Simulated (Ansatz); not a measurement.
**K on W(110): change of the work function**

How does one ordered layer of K (top site) change the work function of W(110), and what dipole does each adsorbate carry?

Calculated with Ansatz 0.2.0; plane-wave DFT, RPBE, Ansatz PAW.

This is a report of a sequence of runs, with most program output left out.

## (1) The starting structure

The cell holds 4 atoms: 4 W. Cell: a = 2.737 Å, b = 2.737 Å, c = 24.703 Å, α = 90.0°, β = 90.0°, γ = 70.5°. Vacuum lies along c.

## (2) The clean slab

The bare slab comes first, as the zero from which every change is counted. The two lowest layers are held at bulk places and the upper ones relax. The dipole correction removes the false field that a one-sided slab makes across the periodic vacuum, so each face gets a flat vacuum level of its own.

Input file input.yaml:

```yaml
crystal:
  lattice:
    - [2.2344574285, -1.58, 0.0]
    - [2.2344574285, 1.58, 0.0]
    - [0.0, 0.0, 24.7033722856]
  atoms:
    - { symbol: W, position: [0.0, 0.0, 0.3643227287] }
    - { symbol: W, position: [0.5, 0.5, 0.4547742429] }
    - { symbol: W, position: [0.0, 0.0, 0.5452257571] }
    - { symbol: W, position: [0.5, 0.5, 0.6356772713] }
kpoints:
  mp_grid: { grid: [12, 12, 1] }
hamiltonian:
  xc: rpbe
scf:
  occupations: { method: fermi_dirac, width: 0.1 }
  convergence: { dr2_threshold: 1.0e-08 }
efield:
  axis: 3
  dipole_correction: true
  ramp_position: 0.97
  ramp_width: 0.06
relax:
  f_tol: 0.02
  max_steps: 60
  constraints: [{ sites: [0, 1] }]
output:
  write_potential: true
  write_density: true
  volumetric_format: npy
```

Started as:

```console
> ansatz run input.yaml --threads 4 --pin off --max-ram 6144MiB --backend cpu --events-out ev --progress --plain --runs-dir out
```

Wall time 45 s (4 threads of Arm Neoverse N1, shared host); peak memory 0.6 GiB.

Step by step:

```tsv
step	energy less that of the first step (eV)	largest force component (eV/Å)
1	0.0000	0.6640
2	0.0402	1.1561
3	-0.0148	0.0278
4	-0.0149	0.0123
```

Relaxation step 2 was tried and not accepted.

The run keeps the 4 symmetry operations that it works with, so distortions that break them were not tested.

The atoms that moved most (Å):

```tsv
atom	dx	dy	dz	length
W3	0.000	0.000	0.055	0.055
W4	0.000	0.000	0.031	0.031
```

The relaxed structure:

```cif
data_structure
_symmetry_space_group_name_H-M 'P 1'
_symmetry_Int_Tables_number 1
_cell_length_a 2.7366
_cell_length_b 2.7366
_cell_length_c 24.7034
_cell_angle_alpha 90.000
_cell_angle_beta 90.000
_cell_angle_gamma 70.529
_cell_volume 174.43
loop_
_atom_site_label
_atom_site_type_symbol
_atom_site_fract_x
_atom_site_fract_y
_atom_site_fract_z
_atom_site_occupancy
W1 W 0.00000 0.00000 0.36432 1
W2 W 0.50000 0.50000 0.45477 1
W3 W 0.00000 0.00000 0.54747 1
W4 W 0.50000 0.50000 0.63691 1
```

Numbers from this step:

- energy at zero smearing: -41587.4900 eV
- work function, upper face: 4.733 eV
- work function, lower face: 4.766 eV
- dipole along the normal: 0.001281 e·Å
- step between the vacuum levels: -0.03282 eV

Running mean over 2.234 Å of the planar mean; the ramp of the sawtooth is left out. Electron's electrostatic potential energy less the Fermi level against z:

```tsv
z (Å)	electron's electrostatic potential energy less the Fermi level (eV)
3.5	4.77
4.0	4.76
4.5	4.76
5.0	4.75
5.5	4.72
6.0	4.62
6.5	4.28
7.0	3.17
7.5	-0.246
8.0	-5.84
8.5	-10.6
9.0	-12.3
9.5	-12.5
10.0	-12.6
10.5	-12.7
11.0	-12.8
11.5	-12.7
12.0	-12.4
12.5	-12.3
13.0	-12.5
13.5	-12.8
14.0	-12.9
14.5	-12.9
15.0	-12.8
15.5	-12.5
16.0	-11.7
16.5	-8.38
17.0	-2.76
17.5	1.91
18.0	3.89
18.5	4.48
19.0	4.66
19.5	4.71
20.0	4.73
20.5	4.73
21.0	4.73
21.5	4.73
```

The relaxation took 4 steps and lowered the energy by 0.015 eV; the largest force on the free atoms ends at 0.012 eV/Å.

The work function of the upper face is 4.73 eV.

## (3) Adsorbate added

System of this step: KW16 (K/W(110)). The cell holds 17 atoms: 16 W and 1 K. Cell: a = 5.473 Å, b = 5.473 Å, c = 28.566 Å, α = 90.0°, β = 90.0°, γ = 70.5°. Vacuum lies along c.

The clean slab as it ended is repeated in the plane and the adsorbate is set on one face; the cell's size fixes the coverage, and the k-mesh shrinks with it to keep the sampling density about even. Adsorbate and upper layers relax, since the dipole depends on the height.

Input file input.yaml:

```yaml
crystal:
  lattice:
    - [4.468914857, -3.16, 0.0]
    - [4.468914857, 3.16, 0.0]
    - [0.0, 0.0, 28.5663942426]
  atoms:
    - { symbol: W, position: [0.0, 0.0, 0.3150555133] }
    - { symbol: W, position: [0.25, 0.25, 0.3932753057] }
    - { symbol: W, position: [0.0, 0.0, 0.473432931] }
    - { symbol: W, position: [0.25, 0.25, 0.5507833473] }
    - { symbol: W, position: [0.0, 0.5, 0.3150555133] }
    - { symbol: W, position: [0.25, 0.75, 0.3932753057] }
    - { symbol: W, position: [0.0, 0.5, 0.473432931] }
    - { symbol: W, position: [0.25, 0.75, 0.5507833473] }
    - { symbol: W, position: [0.5, 0.0, 0.3150555133] }
    - { symbol: W, position: [0.75, 0.25, 0.3932753057] }
    - { symbol: W, position: [0.5, 0.0, 0.473432931] }
    - { symbol: W, position: [0.75, 0.25, 0.5507833473] }
    - { symbol: W, position: [0.5, 0.5, 0.3150555133] }
    - { symbol: W, position: [0.75, 0.75, 0.3932753057] }
    - { symbol: W, position: [0.5, 0.5, 0.473432931] }
    - { symbol: W, position: [0.75, 0.75, 0.5507833473] }
    - { symbol: K, position: [0.25, 0.25, 0.6849444867] }
kpoints:
  mp_grid: { grid: [6, 6, 1] }
hamiltonian:
  xc: rpbe
scf:
  occupations: { method: fermi_dirac, width: 0.1 }
  convergence: { dr2_threshold: 1.0e-08 }
efield:
  axis: 3
  dipole_correction: true
  ramp_position: 0.97
  ramp_width: 0.06
relax:
  f_tol: 0.02
  max_steps: 60
  constraints: [{ sites: [0, 1, 4, 5, 8, 9, 12, 13] }]
output:
  bader: true
  dos: { projected: true, e_range: [-8, 4] }
  write_potential: true
  write_density: true
  volumetric_format: npy
  elf: true
```

The job ended after 11 min (4 threads; peak memory 3.1 GiB; 42 min of CPU time).

Step by step:

```tsv
step	energy less that of the first step (eV)	largest force component (eV/Å)
1	0.0000	0.4923
2	-0.0250	0.5033
3	-0.1393	0.3891
4	-0.1995	0.1890
5	-0.2129	0.1311
6	-0.2155	0.0146
```

The run keeps the 4 symmetry operations that it works with, so distortions that break them were not tested.

The atoms that moved most (Å):

```tsv
atom	dx	dy	dz	length
K17	0.000	0.000	-0.631	0.631
W4	0.000	0.000	-0.042	0.042
W16	0.000	0.000	0.029	0.029
W12	0.000	0.000	0.025	0.025
W8	0.000	0.000	0.025	0.025
W7	0.000	0.005	-0.008	0.010
W11	0.000	-0.005	-0.008	0.010
W15	0.005	0.000	-0.004	0.006
```

Numbers from this step:

```
energy at zero smearing        : -167892.8716 eV
work function, upper face      : 1.697 eV
work function, lower face      : 4.771 eV
dipole along the normal        : 0.4798 e·Å
step between the vacuum levels : -3.074 eV
```

Running mean over 2.234 Å of the planar mean; the ramp of the sawtooth is left out. Table of electron's electrostatic potential energy less the Fermi level by z:

z (Å), electron's electrostatic potential energy less the Fermi level (eV) and a bar from the least value:
```
      3.5        4.8 ##############################
      4.0        4.8 ##############################
      4.5        4.8 ##############################
      5.0        4.8 ##############################
      5.5        4.7 ##############################
      6.0        4.6 ##############################
      6.5        4.3 #############################
      7.0        3.2 ###########################
      7.5       -0.2 #####################
      8.0       -5.8 ############
      8.5      -10.5 ####
      9.0      -12.3 #
      9.5      -12.5 
     10.0      -12.6 
     10.5      -12.7 
     11.0      -12.8 
     11.5      -12.7 
     12.0      -12.4 #
     12.5      -12.3 #
     13.0      -12.5 
     13.5      -12.7 
     14.0      -12.8 
     14.5      -12.8 
     15.0      -12.6 
     15.5      -12.5 #
     16.0      -11.7 ##
     16.5       -8.6 #######
     17.0       -3.4 ################
     17.5        0.2 ######################
     18.0        0.7 #######################
     18.5       -0.1 ######################
     19.0       -0.7 #####################
     19.5       -0.8 #####################
     20.0       -0.2 ######################
     20.5        0.7 #######################
     21.0        1.2 ########################
     21.5        1.4 ########################
     22.0        1.5 ########################
     22.5        1.6 #########################
     23.0        1.6 #########################
     23.5        1.7 #########################
     24.0        1.7 #########################
     24.5        1.7 #########################
     25.0        1.7 #########################
```

The density of states has structure finer than the step of the table below, so its rows give means over 0.25 eV, whole bins alone (the curve runs from -8 to 1.8 eV). Peaks (eV: height): -4.540: 28.2, -3.100: 35.1, -2.830: 29.7, -2.740: 27.7, -2.590: 26.0, -1.980: 28.7, -1.650: 26.5.

The density of states by energy, zero at the Fermi level; means over each step:

energy (eV), density of states (states/eV a cell) and a bar:
```
    -7.75        0.9 
    -7.50        1.9 #
    -7.25        2.0 #
    -7.00        2.3 ##
    -6.75        2.1 ##
    -6.50        1.7 #
    -6.25        4.4 #####
    -6.00        5.1 ######
    -5.75       10.8 #############
    -5.50        8.4 ##########
    -5.25       10.9 #############
    -5.00       11.6 ##############
    -4.75       13.3 ################
    -4.50       20.3 #########################
    -4.25       12.8 ################
    -4.00       12.1 ###############
    -3.75        8.7 ##########
    -3.50        8.3 ##########
    -3.25       20.1 #########################
    -3.00       22.6 ############################
    -2.75       23.7 ##############################
    -2.50       19.9 #########################
    -2.25       19.3 ########################
    -2.00       22.8 #############################
    -1.75       22.0 ############################
    -1.50       22.3 ############################
    -1.25       14.7 ##################
    -1.00       14.4 ##################
    -0.75       10.0 ############
    -0.50       13.7 #################
    -0.25       10.2 ############
     0.00       13.5 ################
     0.25       13.7 #################
     0.50       14.9 ##################
     0.75       14.4 ##################
     1.00       18.3 #######################
     1.25       20.6 ##########################
     1.50       20.7 ##########################
```

Projected DOS per atom over height of the atomic layer and energy from the Fermi level. Layers: W4 W4 W4 W4 K from below.

Ten even steps from '_' (0.00 states/eV) to '@' (1.70 states/eV), each cell a mean:
```
**####++..
****++**--
++----++--
++::--++--
==::::==..
++::::++..
##::::**..
@@++++@@::
%%****@@__
##****%%__
##@@@@##__
==####==__
--------__
==++++==__
==####++__
::++++::__
::====::__
..::::..__
__....____
__..______
__________
__________
```
Columns: height of the atomic layer (Å) from 9 to 18.9 (not evenly spaced); rows upwards: energy from the Fermi level (eV) from -7.96 to 1.75.

Valence density in the ca plane at fractional y = 0.250, with atoms of W and K within 0.2 Å of it. It is the smooth field of the valence electrons, not physical close to the nuclei.

Ten even steps from '0' (0.0 e/Å³) to '9' (4.9 e/Å³), each cell a mean:
```
00000110000000000110000000000000000000000000
00002542000000001453100000000000000000000000
00026995100000014998200000000000000000000000
00028997200000015989400000000000000000000000
00016995100000014997200000000000000000000000
00002442000000001343100000000000000000000000
00000110000000000110000000000000000000000000
00000000000000000000000000000000000000000000
00001221000000001221000000110000000000000000
00014873100000013785100002553000000000000000
00028997100000016998200014785100000000000000
00028996100000016998200014785100000000000000
00014773100000013774100002452000000000000000
00001221000000001221000000110000000000000000
00000000000000000000000000000000000000000000
```
Columns run along c (16.0 Å, from fractional 0.33 to 0.89 of the cell), rows up along a (5.5 Å). Atoms in or near the plane, at fractional coordinates: W at (0.39, 0.25), W at (0.55, 0.25), W at (0.39, 0.75), W at (0.55, 0.75), K at (0.66, 0.25).

Electrostatic potential energy in the ca plane at fractional y = 0.250, with atoms of W and K within 0.2 Å of it. With pseudopotentials it is smooth inside the atoms' cores, unlike the true potential.

Ten even steps from '0' (-58 eV) to '9' (8 eV), each cell a mean:
```
99998778999889999878999999999999999999999999
99985336899999987435799999999999999999999999
99862002799999984001589999999999999999999999
99851001699999972000489999999999999999999999
99862003799999984001589999999999999999999999
99985346899999987435799999999999999999999999
99998788999889999888999999999999999999999999
89999889999889999889999999999999999999999999
99987667999999998667899998778999999999999999
99973114799999984113799986435899999999999999
99851002699999972001589974213799999999999999
99851002699999972001589974213799999999999999
99973114799999984213799986435899999999999999
99987667999999998667899998778999999999999999
89999889999889999889999999999999999999999999
```
Columns run along c (16.0 Å, from fractional 0.33 to 0.89 of the cell; values clipped at the 3rd and 97th percentile), rows up along a (5.5 Å). Atoms in or near the plane, at fractional coordinates: W at (0.39, 0.25), W at (0.55, 0.25), W at (0.39, 0.75), W at (0.55, 0.75), K at (0.66, 0.25).

ELF in the ca plane at fractional y = 0.250, with atoms of W and K within 0.2 Å of it. It is the smooth field of the valence electrons, not physical close to the nuclei.

Ten even steps from '0' (0.01) to '9' (0.86), each cell a mean:
```
44543333454444543333344310000000012211000000
34424763244334533675222210000000122211000000
44337666335434535757511111100011222111000000
45347237435445536416721111111112222111000000
44337666335434535757511111000011222111000000
34424663244334533675222210000000122211000000
44543333454444543333444310000000012211000000
44544344554444554344555201232100012221100000
44433442344334532443333015898410001221100000
44336775244334435776311049999830001221100000
45347347435445437437510169879951001221100000
45347347435445437437511169889951001221100000
44336775244334435776311049999830001221100000
44433442354334532443333015897410001221100000
44544344554444554344555200232100012221100000
```
Columns run along c (16.0 Å, from fractional 0.33 to 0.89 of the cell), rows up along a (5.5 Å). Atoms in or near the plane, at fractional coordinates: W at (0.39, 0.25), W at (0.55, 0.25), W at (0.39, 0.75), W at (0.55, 0.75), K at (0.66, 0.25).

The relaxation took 6 steps and lowered the energy by 0.22 eV; the largest force on the free atoms ends at 0.015 eV/Å.

By hand: a sheet of dipoles makes a step −p/(ε₀A) in the electron's potential. With e/ε₀ = 180.95 V·Å, p = 0.4798 e·Å and A = 28.24 Å², that is −180.95 × (0.4798) / 28.24 = -3.074 eV, and the two vacuum levels of the run differ by -3.074 eV.

The covered face has 1.70 eV, -3.04 eV against the clean one; the bare back face has moved by +0.00 eV, a measure of how thin the slab is.

## (4) Work function against coverage

This step: plane-wave DFT, RPBE, Ansatz PAW; work function against coverage (Ansatz 0.2.0).

The runs are now put side by side.

Numbers from this step:

```yaml
work_function_of_the_clean_face: 4.733 eV
largest_change_of_the_work_function: -3.036 eV
```

Work function of the covered face against coverage:

```tsv
coverage (adsorbates/nm²)	work function of the covered face (eV)
0.00	4.73
3.54	1.70
```

The dipole per adsorbate comes from the change of the cell's dipole. Coverage, by row:

```tsv
coverage (1/nm²)	coverage (ML)	work function (eV)	change (eV)	dipole per adsorbate, positive end outwards (debye)	mean height of the added atoms over the highest substrate atom (Å)
3.541	0.25	1.697	-3.036	2.28	3.172
```

## (5) The slab at 0.25 ML, atoms frozen

This step: plane-wave DFT, RPBE, Ansatz PAW (Ansatz 0.2.0).

To see where the charge goes, the covered slab, the bare substrate and the adsorbate layer are each run at the same frozen positions and on the same grid.

Input file input.yaml:

```yaml
crystal:
  lattice:
    - [4.468914857, -3.16, 0.0]
    - [4.468914857, 3.16, 0.0]
    - [0.0, 0.0, 28.5663942426]
  atoms:
    - { symbol: W, position: [0.0, 0.0, 0.3150555133] }
    - { symbol: W, position: [0.25, 0.25, 0.3932753057] }
    - { symbol: W, position: [-0.0005951068, -0.0005951068, 0.473306547] }
    - { symbol: W, position: [0.25, 0.25, 0.5493070329] }
    - { symbol: W, position: [0.0, 0.5, 0.3150555133] }
    - { symbol: W, position: [0.25, 0.75, 0.3932753057] }
    - { symbol: W, position: [-0.0008633721, 0.5008633721, 0.4731477731] }
    - { symbol: W, position: [0.25, 0.75, 0.551665061] }
    - { symbol: W, position: [0.5, 0.0, 0.3150555133] }
    - { symbol: W, position: [0.75, 0.25, 0.3932753057] }
    - { symbol: W, position: [0.5008633721, -0.0008633721, 0.4731477731] }
    - { symbol: W, position: [0.75, 0.25, 0.551665061] }
    - { symbol: W, position: [0.5, 0.5, 0.3150555133] }
    - { symbol: W, position: [0.75, 0.75, 0.3932753057] }
    - { symbol: W, position: [0.5005951068, 0.5005951068, 0.473306547] }
    - { symbol: W, position: [0.75, 0.75, 0.5518090268] }
    - { symbol: K, position: [0.25, 0.25, 0.6628504283] }
kpoints:
  mp_grid: { grid: [6, 6, 1] }
hamiltonian:
  xc: rpbe
scf:
  occupations: { method: fermi_dirac, width: 0.1 }
  convergence: { dr2_threshold: 1.0e-08 }
efield:
  axis: 3
  dipole_correction: true
  ramp_position: 0.97
  ramp_width: 0.06
output:
  write_potential: true
  write_density: true
  volumetric_format: npy
```

Elapsed: 2.1 min, on 4 threads; peak memory 3 GiB.

Numbers from this step:

```yaml
energy_at_zero_smearing: -167892.8718 eV
work_function_upper_face: 1.705 eV
work_function_lower_face: 4.770 eV
dipole_along_the_normal: 0.4784 e·Å
step_between_the_vacuum_levels: -3.065 eV
```

The work function of the upper face is 1.71 eV.

## (6) The substrate of the 0.25 ML cell alone

System of this step: K/W(110), substrate alone, atoms held. The cell holds 16 atoms: 16 W. Its edges and angles: a = 5.473 Å, b = 5.473 Å, c = 28.566 Å, α = 90.0°, β = 90.0°, γ = 70.5°. Vacuum lies along c.

The second part, atoms unmoved.

input.yaml: that of step 5 with these lines changed.

```diff
@@ -22,3 +22,2 @@
     - { symbol: W, position: [0.75, 0.75, 0.5518090268] }
-    - { symbol: K, position: [0.25, 0.25, 0.6628504283] }
 kpoints:
```

The job ended after 1.8 min (4 threads; peak memory 2.9 GiB).

This step gave:

| Property | Result |
| --- | --- |
| energy at zero smearing | -166349.9334 eV |
| work function, upper face | 4.751 eV |
| dipole along the normal | 0.002248 e·Å |

The work function of the upper face is 4.75 eV.

## (7) The adsorbate layer of the 0.25 ML cell alone

System of this step: K/W(110), adsorbate layer alone, atoms held. The cell holds 1 atom: 1 K. Its edges and angles: a = 5.473 Å, b = 5.473 Å, c = 28.566 Å, α = 90.0°, β = 90.0°, γ = 70.5°. Vacuum lies along c.

The third part; a free layer of atoms may carry a moment, so spin is on.

input.yaml, the sections that differ from step 6:

```yaml
crystal:
  lattice:
    - [4.468914857, -3.16, 0.0]
    - [4.468914857, 3.16, 0.0]
    - [0.0, 0.0, 28.5663942426]
  atoms:
    - { symbol: K, position: [0.25, 0.25, 0.6628504283], spin: 1.0 }
magnetization:
  spin_polarized: true
# kpoints, hamiltonian, scf, efield, output: as in step 6
```

Elapsed: 18 s, on 4 threads; peak memory 0.95 GiB.

Numbers from this step:

| Quantity | Value |
| --- | --- |
| energy at zero smearing | -1541.7456 eV |
| work function, upper face | 2.394 eV |
| dipole along the normal | 3.00e-6 e·Å |

At this spacing and smearing the free layer keeps no moment.

(Part 1 of 2 ends here.)

[Logs are printed without paths, hosts, clocks, repeated set-up lines and the standing remarks that a program may print on its own settings, such as how far it seeks lower states.]

[Hosts, paths, dates, database ids (printed as entryN), source tags and the programs' standing remarks are cut or masked in the printed files.]

[Maps of the electrostatic potential energy from Ansatz leave out the sawtooth potential of an applied field or a dipole correction, so their vacuum need not be flat; planar profiles and work functions include it.]

[The density of states shown here was stored with 400 of the rows of the run's finer table, so its peaks can read low, often by over a quarter, or be missed, and its means over a window can be off by a tenth or more.]
